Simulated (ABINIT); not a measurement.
An input for ABINIT 10.8.3 (ZrSe3 (P2_1/m)):

```
acell 3*1.0 Angstrom
rprim 
  5.410900000000 -0.000000000000 -0.000000000000
  -0.000000000000 3.748800000000 0.000000000000
  -1.229420909100 0.000000000000 9.363634990100
ntypat 2
znucl 40 34
natom 8
typat 1 1 2 2 2 2 2 2
xred 
  0.285000000000 0.250000000000 0.656000000000
  0.715000000000 0.750000000000 0.344000000000
  0.762000000000 0.250000000000 0.554000000000
  0.238000000000 0.750000000000 0.446000000000
  0.456000000000 0.250000000000 0.174000000000
  0.544000000000 0.750000000000 0.826000000000
  0.888000000000 0.250000000000 0.169000000000
  0.112000000000 0.750000000000 0.831000000000
pp_dirpath "pseudos"
pseudos "Zr.upf, Se.upf"
ecut 48
ngkpt 2 4 1
nshiftk 1
shiftk 0 0 0
kptopt 1
chksymbreak 0
istwfk *1
occopt 1
irdwfk 1
optdriver 3
nband 187
ecuteps 3.3
inclvkb 2
awtr 1
symchi 1
gwcalctyp 10
mbpt_sciss 0.942 eV
nqptdm 1
qptdm 
  0 0 0
indata_prefix "in"
outdata_prefix "out"
tmpdata_prefix "tmp"
```

```sh
OMP_NUM_THREADS=1 mpirun -n 4 abinit run.abi > log
```

Estimate wall time and host memory on 4 MPI ranks of Arm Neoverse V2, shared host.

It took 4.9 min; on shared hardware allow 2.5 min to 9.9 min. Peak host memory was 5.7 GiB.

[Paths, hosts, dates, memory and timing lines, banners, echoed tables and standing remarks are left out of the program output.]

[Logs are printed without paths, hosts, clocks, repeated set-up lines and the standing remarks that a program may print on its own settings, such as how far it seeks lower states.]

[Runs of the session that timed out or met a known fault of the program may be left out.]

[Hosts, paths, dates, database ids (printed as entryN), source tags and the programs' standing remarks are cut or masked in the printed files.]

[G0W0 gaps are taken among the corrected bands and points alone; a level outside them can change the order at an edge.]

[Where Ansatz stands beside ABINIT at settings called matched, ABINIT's density can come from a denser mesh and the files from another edition; pairs whose starting gaps differed by over 0.03 eV were left out, so agreement reads better than it is.]
